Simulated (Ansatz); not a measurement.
## What Ba2C (model cell, started as cuprite) distorts into

Which phase does Ba2C (model cell, started as cuprite) fall into along its unstable mode, and how much energy does it gain?

Method: DFT PBEsol, scalar-relativistic, plane waves, PAW, in Ansatz 0.2.0.

The structure was built from a prototype and need not be the compound's stable phase.

## (1) The structure

Symmetry: Pn-3m, No. 224, cubic system. Conventional cell: a = 6.182 Å, b = 6.182 Å, c = 6.182 Å, α = 90.00°, β = 90.00°, γ = 90.00°. Nearest to C lie 4 Ba at 2.68 Å. Nearest to Ba lie 2 C at 2.68 Å. Farther neighbours are not listed.

## (2) Phonons on a q mesh

The cell comes from relaxations at this level that are not shown. Stability and thermal properties need the whole zone. Linear response on a 2×2×2 q mesh gives force constants as far as a supercell of that size would.

Contents of input.yaml:

```yaml
crystal:
  lattice:
    - [6.1820686643, 0.0, 0.0]
    - [0.0, 6.1820686643, 0.0]
    - [0.0, 0.0, 6.1820686643]
  atoms:
    - { symbol: C, position: [0.0, 0.0, 0.0] }
    - { symbol: C, position: [0.5, 0.5, 0.5] }
    - { symbol: Ba, position: [0.25, 0.25, 0.25] }
    - { symbol: Ba, position: [0.75, 0.75, 0.25] }
    - { symbol: Ba, position: [0.75, 0.25, 0.75] }
    - { symbol: Ba, position: [0.25, 0.75, 0.75] }
kpoints:
  mp_grid: { grid: [6, 6, 6] }
hamiltonian:
  xc: pbesol
scf:
  occupations: { method: methfessel_paxton, width: 0.2 }
output:
  eigenvalues: true
phonons:
  method: dfpt
  qmesh: [2, 2, 2]
  temperatures: { t_max: 1000, t_step: 50 }
  qpath:
    path:
      - [[0.0, 0.0, 0.0], [0.0, 0.5, 0.0], [0.5, 0.5, 0.0], [0.0, 0.0, 0.0], [0.5, 0.5, 0.5], [0.0, 0.5, 0.0]]
      - [[0.5, 0.5, 0.5], [0.5, 0.5, 0.0]]
    npoints: 10
```

Run with:

```console
$ ansatz run input.yaml --threads 8 --pin off --max-ram 14336MiB --backend cpu --events-out ev --progress --plain --runs-dir out
```

Numbers of over 12 decimals in the logs are rounded to 6 here.

Log:

```text
Warning: phonons: the dynamical matrix that this run interpolates holds no multipole term above the dipole-dipole one, and a site of this crystal is no centre of inversion, so its interpolated transverse optical and acoustic branches and sound speeds can stay off near Gamma, and the density of states and the thermodynamics with them. What a run solves at a wave vector of phonons.qpoints, Gamma apart, where the deck admits one, is free of this, and under fd what a larger phonons.supercell samples
Engine: ansatz 0.2.0, aarch64-unknown-linux-gnu
Pseudopotentials: kind: paw
Pseudopotential: C, paw, valence charge 4, recommended cutoff 420 eV (normal), C.paw.azcp
Pseudopotential: Ba, paw, valence charge 10, recommended cutoff 420 eV (normal), Ba.paw.azcp
Functional definition: PBEsol
  exchange = pbesol_x
  correlation = pbesol_c
Crystal: 6 atoms, lattice volume = 236.266 Å³
Basis set: ecut = 420 eV, 4625 PW (Γ), exchange–correlation on 96×96×96 points (8 copies of the dense FFT grid, shifted against one another)
Bands: 30, of which v1, the nominal top of the filled ones, is band 24 counted from 1 (23 counted from 0)
Symmetry: 48 space group operations
k-points: 20 of 216
Non-local potential: C, projectors of the file, l = 0: 2, l = 1: 2, l = 2: 1
Non-local potential: Ba, projectors of the file, l = 0: 3, l = 1: 2, l = 2: 2, l = 3: 2
PAW form: soft (Blöchl's): semilocal exchange-correlation on the pseudo side does not see the compensation charge
PAW frozen core: C, regenerated for the run's functional, and the local potential with it (the file was generated under x = pbe(κ = 0.804, μ = 0.219515), c = pbe(β = 0.066725))
PAW frozen core: Ba, regenerated for the run's functional, and the local potential with it (the file was generated under x = pbe(κ = 0.804, μ = 0.219515), c = pbe(β = 0.066725))
PAW one-centre angular grid: C, 110 points (default); XC on 64 Gauss nodes
PAW one-centre angular grid: Ba, 194 points (default); XC on 64 Gauss nodes
Initial density: superposition of atomic densities (neutral atoms: chi_scale 0, normalization atom), corrected by the library's trained network
Initial wavefunctions: pseudopotential atomic-orbital guess
Functional: x = pbesol(κ = 0.804, μ = 0.123457), c = pbesol(β = 0.046)
SCF iter   1: F=—  HF=-23937.978470 eV  |F-HF|=—  |Δ(HF+E_count)|=         —  Δρ=5.68e-3  dr2=1.39e-1  ethr=1.77e-3  ⟨swp⟩=10.9  Hψ=7486  notcnv=0
automatic band count: the SCF goes on with 36 bands, as 30 were too few: they end inside the smearing window of the response
preconditioner: auto → Kerker (q_TF=auto, 2.092 Å⁻¹)  [metal: Δε(μ)=0.007 eV  Ē_g=10.770 eV  σ=0.200 eV  W_gap=0.03  n_scr=32 (ndim 8)  ℏωp=15.3 eV  f_vac=0.000  D(μ)=13.34/eV (n_scr^D=122)]
SCF iter   2: F=—  HF=-23937.962100 eV  |F-HF|=—  |Δ(HF+E_count)|=   1.64e-2  S|Δr|=    0.00e0  Δρ=2.52e-3  dr2=2.45e-2  ethr=2.89e-4  ⟨swp⟩=1.0  Hψ=880  notcnv=0
SCF iter   3: F=—  HF=-23937.959261 eV  |F-HF|=—  |Δ(HF+E_count)|=   2.84e-3  S|Δr|=    0.00e0  Δρ=5.28e-4  dr2=1.62e-3  ethr=5.11e-5  ⟨swp⟩=2.0  Hψ=768  notcnv=0
SCF iter   4: F=—  HF=-23937.959175 eV  |F-HF|=—  |Δ(HF+E_count)|=   8.58e-5  S|Δr|=    0.00e0  Δρ=2.14e-4  dr2=1.90e-4  ethr=3.38e-6  ⟨swp⟩=2.0  Hψ=1118  notcnv=0
SCF iter   5: F=—  HF=-23937.959170 eV  |F-HF|=—  |Δ(HF+E_count)|=   5.22e-6  S|Δr|=    0.00e0  Δρ=8.07e-5  dr2=1.84e-5  ethr=3.95e-7  ⟨swp⟩=1.2  Hψ=658  notcnv=0
SCF iter   6: F=—  HF=-23937.959174 eV  |F-HF|=—  |Δ(HF+E_count)|=   4.80e-6  S|Δr|=    0.00e0  Δρ=1.31e-5  dr2=5.37e-7  ethr=3.84e-8  ⟨swp⟩=3.0  Hψ=1207  notcnv=0
SCF iter   7: F=—  HF=-23937.959125 eV  |F-HF|=—  |Δ(HF+E_count)|=   4.97e-5  S|Δr|=    0.00e0  Δρ=4.40e-6  dr2=4.42e-8  ethr=1.12e-9  ⟨swp⟩=2.7  Hψ=830  notcnv=0
SCF iter   8: F=—  HF=-23937.959125 eV  |F-HF|=—  |Δ(HF+E_count)|=   1.79e-8  S|Δr|=    0.00e0  Δρ=1.40e-6  dr2=1.09e-8  ethr=9.21e-11  ⟨swp⟩=3.0  Hψ=1224  notcnv=0
SCF iter   9: F=—  HF=-23937.959125 eV  |F-HF|=—  |Δ(HF+E_count)|=  6.55e-10  S|Δr|=    0.00e0  Δρ=1.93e-7  dr2=1.98e-10  ethr=2.27e-11  ⟨swp⟩=1.5  Hψ=667  notcnv=0
SCF iter  10: F=-23937.959125 eV  HF=-23937.959125 eV  |F-HF|=1.46e-11  |Δ(HF+E_count)|=  2.55e-11  S|Δr|=    0.00e0  Δρ=3.13e-8  dr2=2.75e-12  ethr=1.00e-12  ⟨swp⟩=11.2  Hψ=4324  notcnv=0
SCF 1 converged in 10 iterations: F = -23937.959125 eV  dr2 = 2.75e-12
  greatest PAW one-centre occupation: 0.957 electrons in one spin orbital (limit 2), on the Ba atom at site 5 (counted from 0), in its partial waves of l = 0
Initial density: read from a saved state, or passed on in memory by an earlier SCF of this step, an earlier step, the calling program or the single point that the run made first
iter 1 solved again at ethr=2.99e-7 eV; its pass at ethr=3.10e-3 eV (dr2=1.43e-4 eV) is discarded
SCF iter   1: F=—  HF=-23937.959172 eV  |F-HF|=—  |Δ(HF+E_count)|=         —  Δρ=6.54e-7  dr2=1.32e-9  ethr=2.99e-7  ⟨swp⟩=3.9  Hψ=5026  notcnv=0
eigensolver tolerance schedule: the retry pair's looser diagonalisation over-reported the residual by 108745.05 of it (diagonalisation noise at an unbounded share of the residual, at the tolerance the schedule requests for it); recorded, not acted on — ethr = c·dr2/N_el stays at c = 1.0e-1
preconditioner: auto → Kerker (q_TF=auto, 2.092 Å⁻¹)  [metal: Δε(μ)=0.006 eV  Ē_g=9.815 eV  σ=0.200 eV  W_gap=0.02  n_scr=32 (ndim 8)  ℏωp=15.3 eV  f_vac=0.000  D(μ)=12.95/eV (n_scr^D=122)]
SCF iter   2: F=—  HF=-23937.959125 eV  |F-HF|=—  |Δ(HF+E_count)|=   4.75e-5  S|Δr|=    0.00e0  Δρ=4.54e-7  dr2=8.78e-10  ethr=2.75e-12  ⟨swp⟩=4.1  Hψ=1800  notcnv=0
SCF iter   3: F=—  HF=-23937.959125 eV  |F-HF|=—  |Δ(HF+E_count)|=  6.55e-11  S|Δr|=    0.00e0  Δρ=2.63e-7  dr2=2.64e-10  ethr=1.83e-12  ⟨swp⟩=1.0  Hψ=600  notcnv=0
SCF iter   4: F=—  HF=-23937.959125 eV  |F-HF|=—  |Δ(HF+E_count)|=  3.27e-11  S|Δr|=    0.00e0  Δρ=1.11e-7  dr2=3.58e-11  ethr=1.00e-12  ⟨swp⟩=1.0  Hψ=600  notcnv=0
SCF iter   5: F=-23937.959125 eV  HF=-23937.959125 eV  |F-HF|=7.28e-12  |Δ(HF+E_count)|=    0.00e0  S|Δr|=    0.00e0  Δρ=3.70e-8  dr2=3.26e-12  ethr=1.00e-12  ⟨swp⟩=1.9  Hψ=1565  notcnv=0
SCF 2 converged in 5 iterations: F = -23937.959125 eV  dr2 = 3.26e-12
phonons: the bands overlap, so this run is a metal and interpolates without the dipole-dipole term. If the crystal is really an insulator or semiconductor, its LO-TO splitting is missing
NSCF: frozen V_eff on 20 k-points
NSCF: frozen V_eff on 68 k-points
DFPT response loops at q = (0, 0, 0) (fractional): preconditioner auto → Kerker (q_TF=auto, 2.092 Å⁻¹) (partly filled bands, converged f_vac=0.000); β = 1.00, the filter's whole step (`scf.mixing.beta` (0.50) is not read by the response loops under this deck's `scf.mixing.preconditioner`; to damp them name `kerker` or `kerker_dos`, under which they read `scf.mixing.beta`, and type it under 1.00, their step now; both keys bind the ground state too); Broyden in place of MSR1
NSCF: frozen V_eff on 224 k-points
DFPT response loops at q = (0, 0, -0.5) (fractional): mixed as the last ones told, above
NSCF: frozen V_eff on 224 k-points
DFPT response loops at q = (0, -0.5, -0.5) (fractional): mixed as the last ones told, above
NSCF: frozen V_eff on 136 k-points
DFPT response loops at q = (-0.5, -0.5, -0.5) (fractional): mixed as the last ones told, above
SCF converged after 10 iterations
Stability not checked: this state was not tested for a lower state beside it, because cold or Methfessel-Paxton smearing, or corrected tetrahedra, fill the levels in a way that the test cannot read (fill_not_monotonic; see scf.lower_state_search)
Free energy (F): -23937.959125 eV
Harris-Foulkes:  -23937.959125 eV  (|F-HF|=1.46e-11)
Internal energy: -23937.932134 eV  (E = F + TS)
E sigma→0 (E₀):  -23937.952377 eV
Entropy (-TS):   -0.026991 eV (-4.498 meV/atom)
Fermi energy:    6.397617 eV
--- Per-component energies (eV) ---
  E_band       = -270.628241
  E_kinetic    = 836.480005
  E_local      = -1688.633025  (includes V_loc(G=0)·N_el)
  E_nonlocal   = 290.317506
  E_hartree    = 551.210605
  E_xc         = -756.519803
  E_vxc        = -652.852137  (∫ρ·V_xc dr)
  E_paw        = -20750.507225  (= ΣΔE_a)
  E_vpaw       = -158.361850  (= ΣTr[D̂ρ^β])
  E_aug_tail   = -0.000000  (compensation charges beyond the density's cutoff)
  E_ewald      = -2420.928129
  E_core_change = 0.647934  (= ΣΔE_core)
  E_smearing   = -0.026991  (= −TS)
  E_closure    = -0.000000  (closes the sum)
  Σ components = -23937.959125   (vs F -23937.959125, Δ=0.00e0)
--- Band table (eV; the first three rows and the last of 20) ---
  k-point 0: bands = [... 20 lower, 4.5462, 4.6611, 6.5955, 6.5955, 7.0953, 7.0953, 7.0953, 7.1427, ... 8 higher]
  k-point 1: bands = [... 20 lower, 4.6886, 4.8070, 6.5522, 6.6869, 6.6869, 6.7186, 7.1075, 7.1606, ... 8 higher]
  k-point 2: bands = [... 20 lower, 5.0424, 5.1729, 6.1830, 6.1830, 6.3936, 6.8606, 7.0724, 7.4045, ... 8 higher]
  k-point 19: bands = [... 20 lower, 4.8288, 6.2777, 6.2777, 6.2777, 6.6730, 6.6730, 6.6730, 8.5298, ... 8 higher]
--- Phonons (Γ-DFPT): 2 representative perturbations + reference (Σ response iterations 7) ---
  ASR residual: 3.020e-5 → 0.000e0 eV/Å²; symmetrization residual: 3.317e-7 eV/Å²
  ASR residual per site (eV/Å²): 3.02e-5 3.02e-5 4.21e-6 4.21e-6 4.21e-6 4.21e-6
  Γ frequencies (cm⁻¹): -114.31 -114.31 -114.31 0.00 0.00 0.00 33.31 33.31 33.31 52.65 52.65 111.27 146.25 146.25 146.25 202.79 202.79 202.79
--- Phonons (arbitrary-q DFPT): 4 irreducible q on the 2×2×2 mesh ---
  q = [0.0000, 0.0000, 0.0000] (star 1, of the zone-centre solve; hermiticity 3.71e-7, symmetrization 5.33e-13): -114.31 -114.31 -114.31 -0.00 0.00 0.00 33.31 33.31 33.31 52.65 52.65 111.27 146.25 146.25 146.25 202.79 202.79 202.79
  q = [0.0000, 0.0000, -0.5000] (star 3, 4 solved perturbations in 284 linear systems a pass and spin channel, the states on 112 of 216 k-point pairs; hermiticity 7.98e-7, symmetrization 1.50e-13): -131.72 -131.72 -117.75 -117.75 -18.38 -18.38 31.90 31.90 31.91 31.91 42.09 42.09 63.72 63.72 115.58 115.58 233.29 233.29
  q = [0.0000, -0.5000, -0.5000] (star 3, 4 solved perturbations in 284 linear systems a pass and spin channel, the states on 112 of 216 k-point pairs; hermiticity 2.02e-7, symmetrization 1.01e-13): -75.58 -75.58 -58.03 -58.03 -47.05 -47.05 21.84 21.84 50.97 50.97 52.86 52.86 76.07 76.07 141.86 141.86 209.09 209.09
  q = [-0.5000, -0.5000, -0.5000] (star 1, 2 solved perturbations in 108 linear systems a pass and spin channel, the states on 68 of 216 k-point pairs; hermiticity 1.84e-7, symmetrization 4.46e-13): -78.39 -78.39 -78.39 -70.52 -70.52 -26.50 -26.50 -26.50 64.89 64.89 64.89 85.15 85.15 85.15 113.96 206.13 206.13 206.13
  sum rule: each row above includes the acoustic sum rule's correction from the zone centre's row sums; it moved no ω² by more than (0.83 cm⁻¹)²
  mesh force constants: q→R imaginary residual 3.45e-17; ASR residual 3.020e-5 → 0.000e0 eV/Å²; symmetrization residual 2.665e-15 eV/Å²
  interpolated dispersion: 62 rows × 18 modes
  density of states and harmonic sums: on the 10×10×10 q-mesh, interpolated from the force constants of a 2×2×2 supercell (no non-analytic term)
  largest difference from the sums on the solved wave vectors: F 1.74e-2 eV, S 2.20e-5 and C_V 3.07e-6 eV/K
  zero-point energy: 0.068994 eV/cell   skipped modes (ω ≤ 0): 347, of them read as no rigid motion or as one in doubt: 344 (6.283e0 modes/cell left out, lowest -131.72 cm⁻¹)   left out of the sums: 3.49e-1 of the cell's modes: C_V's classical limit lies that fraction below 3 k_B per atom; for a crystal, a wire or a layer, F and S can be off by more, and a phonons.interpolated_qmesh denser along its periods is the remedy for the sampling
```

The job ended after 2 min (8 threads of Arm Neoverse V2, shared host; peak memory 2.8 GiB).

Reading the cycles: dr2 is the Hartree energy of the density residual (eV), the measure of convergence; HF is the Harris–Foulkes estimate of the energy, which meets the free energy F at convergence.

This step gave:

```
volume per atom                                         : 39.38 Å³
gap on the k-mesh                                       : 0 eV
sum-rule residual before enforcement                    : 3.02e-5 eV/Å²
lowest frequency on the path                            : -131.7 cm⁻¹
point group                                             : m-3m
highest frequency on the path or at a solved wavevector : 233.3 cm⁻¹
highest optical mode at the zone centre (no LO-TO term) : 202.8 cm⁻¹
lowest optical zone-centre mode                         : -114.3 cm⁻¹
lowest mode on the q mesh (acoustic modes at Γ apart)   : -131.7 cm⁻¹
```

Frequencies (cm⁻¹) solved at each irreducible wavevector; negative means imaginary. Frequencies by wavevector, by row:

| q in reciprocal lattice units | star | mode 1 | mode 2 | mode 3 | mode 4 | mode 16 | mode 17 | mode 18 |
| --- | --- | --- | --- | --- | --- | --- | --- | --- |
| 0 0 0 | 1 | -114.3 | -114.3 | -114.3 | 0 | 202.8 | 202.8 | 202.8 |
| 0 0 -0.5 | 3 | -131.7 | -131.7 | -117.8 | -117.8 | 115.6 | 233.3 | 233.3 |
| 0 -0.5 -0.5 | 3 | -75.6 | -75.6 | -58 | -58 | 141.9 | 209.1 | 209.1 |
| -0.5 -0.5 -0.5 | 1 | -78.4 | -78.4 | -78.4 | -70.5 | 206.1 | 206.1 | 206.1 |

Interpolated from a 2×2×2 q mesh. The phonon branches at the labelled points (cm⁻¹):

```csv
point,branch 1,branch 2,branch 3,branch 4,branch 15,branch 16,branch 17,branch 18
Γ,-114,-114,-114,0,146,203,203,203
halfway,-122,-122,-120,12,109,167,223,223
X,-132,-132,-118,-118,116,116,233,233
halfway,-112,-112,-89,-89,134,134,219,219
M,-76,-76,-58,-58,142,142,209,209
halfway,-127,-112,-112,-29,112,194,194,221
Γ,-114,-114,-114,0,146,203,203,203
halfway,-108,-108,-101,-44,110,197,206,206
R,-78,-78,-78,-70,114,206,206,206
halfway,-101,-88,-83,-55,119,168,208,217
X,-132,-132,-118,-118,116,116,233,233
jump to R,-78,-78,-78,-70,114,206,206,206
halfway,-77,-77,-76,-64,110,186,208,208
M,-76,-76,-58,-58,142,142,209,209
```

Symmetry leaves 4 wavevectors to solve. The lowest mode among them, the acoustic zeros apart, lies at q = (0, 0, -0.5) and is imaginary, 131.7i cm⁻¹, so the energy falls along it.

## (3) The mode frozen in, largest atomic shift 0 Å

The mode followed lies at q = (0, 0, -0.5) with frequency 117.7i cm⁻¹ and is 2-fold degenerate, one of the unstable modes though not the softest. At small amplitude the distorted cell has space group no. 35 by a symmetry search on the positions. The undistorted cell that holds it gives the zero of energy on the same k mesh.

System of this step: Ba2C (model cell, started as cuprite). The structure is cubic, space group Pn-3m (No. 224). Conventional cell: a = 6.182 Å, b = 6.182 Å, c = 6.182 Å, α = 90.00°, β = 90.00°, γ = 90.00°. C has 4 Ba at 2.68 Å nearest. Nearest to Ba lie 2 C at 2.68 Å. Farther neighbours are not listed.

Contents of input.yaml:

```yaml
crystal:
  lattice:
    - [6.1820686643, 0.0, 0.0]
    - [0.0, 6.1820686643, 0.0]
    - [0.0, 0.0, 12.3641373286]
  atoms:
    - { symbol: C, position: [0.0, 0.0, 0.0] }
    - { symbol: C, position: [0.0, 0.0, 0.5] }
    - { symbol: C, position: [0.5, 0.5, 0.25] }
    - { symbol: C, position: [0.5, 0.5, 0.75] }
    - { symbol: Ba, position: [0.25, 0.25, 0.125] }
    - { symbol: Ba, position: [0.25, 0.25, 0.625] }
    - { symbol: Ba, position: [0.75, 0.75, 0.125] }
    - { symbol: Ba, position: [0.75, 0.75, 0.625] }
    - { symbol: Ba, position: [0.75, 0.25, 0.375] }
    - { symbol: Ba, position: [0.75, 0.25, 0.875] }
    - { symbol: Ba, position: [0.25, 0.75, 0.375] }
    - { symbol: Ba, position: [0.25, 0.75, 0.875] }
kpoints:
  mp_grid: { grid: [6, 6, 4] }
hamiltonian:
  xc: pbesol
scf:
  occupations: { method: methfessel_paxton, width: 0.2 }
output:
  forces: true
  stress: true
  eigenvalues: true
```

Log:

```text
[...]
Crystal: 12 atoms, lattice volume = 472.532 Å³
Basis set: ecut = 420 eV, 9261 PW (Γ), exchange–correlation on 90×90×180 points (8 copies of the dense FFT grid, shifted against one another)
Bands: 60, of which v1, the nominal top of the filled ones, is band 48 counted from 1 (47 counted from 0)
Symmetry: 32 space group operations
[...]
k-points: 30 of 144
[...]
k-point 0: bands = [... 44 lower, 5.7625, 5.7625, 6.4196, 6.4196, 6.5955, 6.5957, 7.0943, 7.0943, ... 8 higher]
  k-point 1: bands = [... 44 lower, 6.0499, 6.0499, 6.3560, 6.5734, 6.6651, 6.7500, 6.8000, 6.8000, ... 8 higher]
  k-point 2: bands = [... 44 lower, 6.4427, 6.4427, 6.4427, 6.4427, 6.4837, 6.4837, 6.8688, 6.8688, ... 8 higher]
  k-point 29: bands = [... 44 lower, 6.3897, 6.3897, 6.4253, 6.4253, 6.4253, 6.4253, 6.5436, 6.5436, ... 8 higher]
[key lines of the parts left out:]
SCF converged after 7 iterations
Free energy (F): -47875.918520 eV
Fermi energy:    6.396407 eV
P = ⅓ Tr σ = 0.0053 GPa (0.053 kbar)
```

The job ended after 6 s (8 threads; peak memory 2 GiB).

Numbers from this step:

| Quantity | Value |
| --- | --- |
| pressure | 0.005304 GPa |
| energy from the undistorted cell | 0 meV/atom |

The run ends at a pressure of 0.01 GPa.

## (4) The mode frozen in, largest atomic shift 0.45 Å

The atoms are moved along the unstable eigenvector, the largest shift by 0.45 Å, with the cell fixed.

Contents of input.yaml:

```yaml
crystal:
  lattice:
    - [6.1820686643, 0.0, 0.0]
    - [0.0, 6.1820686643, 0.0]
    - [0.0, 0.0, 12.3641373286]
  atoms:
    - { symbol: C, position: [0.0, 0.0, -0.0026879974] }
    - { symbol: C, position: [0.0, 0.0, 0.5026879974] }
    - { symbol: C, position: [0.5, 0.5, 0.2136044159] }
    - { symbol: C, position: [0.5, 0.5, 0.7863955841] }
    - { symbol: Ba, position: [0.245845819, 0.245845819, 0.1254108505] }
    - { symbol: Ba, position: [0.254154181, 0.254154181, 0.6245891495] }
    - { symbol: Ba, position: [0.754154181, 0.754154181, 0.1254108505] }
    - { symbol: Ba, position: [0.745845819, 0.745845819, 0.6245891495] }
    - { symbol: Ba, position: [0.7464172317, 0.2535827683, 0.3753543375] }
    - { symbol: Ba, position: [0.7535827683, 0.2464172317, 0.8746456625] }
    - { symbol: Ba, position: [0.2535827683, 0.7464172317, 0.3753543375] }
    - { symbol: Ba, position: [0.2464172317, 0.7535827683, 0.8746456625] }
kpoints:
  mp_grid: { grid: [6, 6, 4] }
hamiltonian:
  xc: pbesol
scf:
  occupations: { method: methfessel_paxton, width: 0.2 }
output:
  forces: true
  stress: true
  eigenvalues: true
```

Log:

```text
[...]
Crystal: 12 atoms, lattice volume = 472.532 Å³
Basis set: ecut = 420 eV, 9261 PW (Γ), exchange–correlation on 90×90×180 points (8 copies of the dense FFT grid, shifted against one another)
Bands: 60, of which v1, the nominal top of the filled ones, is band 48 counted from 1 (47 counted from 0)
Symmetry: 4 space group operations
[...]
k-point 0: bands = [... 44 lower, 5.7106, 5.7289, 6.2148, 6.3682, 6.5853, 6.7322, 6.8491, 7.0590, ... 8 higher]
  k-point 1: bands = [... 44 lower, 5.8930, 5.9284, 6.1066, 6.5985, 6.6536, 6.7734, 6.8370, 6.8867, ... 8 higher]
  k-point 2: bands = [... 44 lower, 6.0293, 6.0822, 6.1136, 6.6377, 6.7715, 6.7807, 6.8174, 6.8440, ... 8 higher]
  k-point 38: bands = [... 44 lower, 6.2602, 6.2781, 6.3365, 6.3882, 6.3917, 6.4598, 6.4608, 6.6751, ... 8 higher]
[key lines of the parts left out:]
SCF converged after 8 iterations
Free energy (F): -47876.023362 eV
Fermi energy:    6.406928 eV
P = ⅓ Tr σ = -0.2732 GPa (-2.732 kbar)
```

The job ended after 12 s (8 threads; peak memory 1.8 GiB).

Numbers from this step:

- pressure: -0.2732 GPa
- energy from the undistorted cell: -10.61 meV/atom

The energy, extrapolated to zero smearing, is -10.61 meV/atom against the undistorted cell.

The run ends at a pressure of -0.27 GPa, with forces up to 0.26 eV/Å.

(Part 1 of 3 ends here.)

[Logs are printed without paths, hosts, clocks, repeated set-up lines and the standing remarks that a program may print on its own settings, such as how far it seeks lower states.]

[Hosts, paths, dates, database ids (printed as entryN), source tags and the programs' standing remarks are cut or masked in the printed files.]
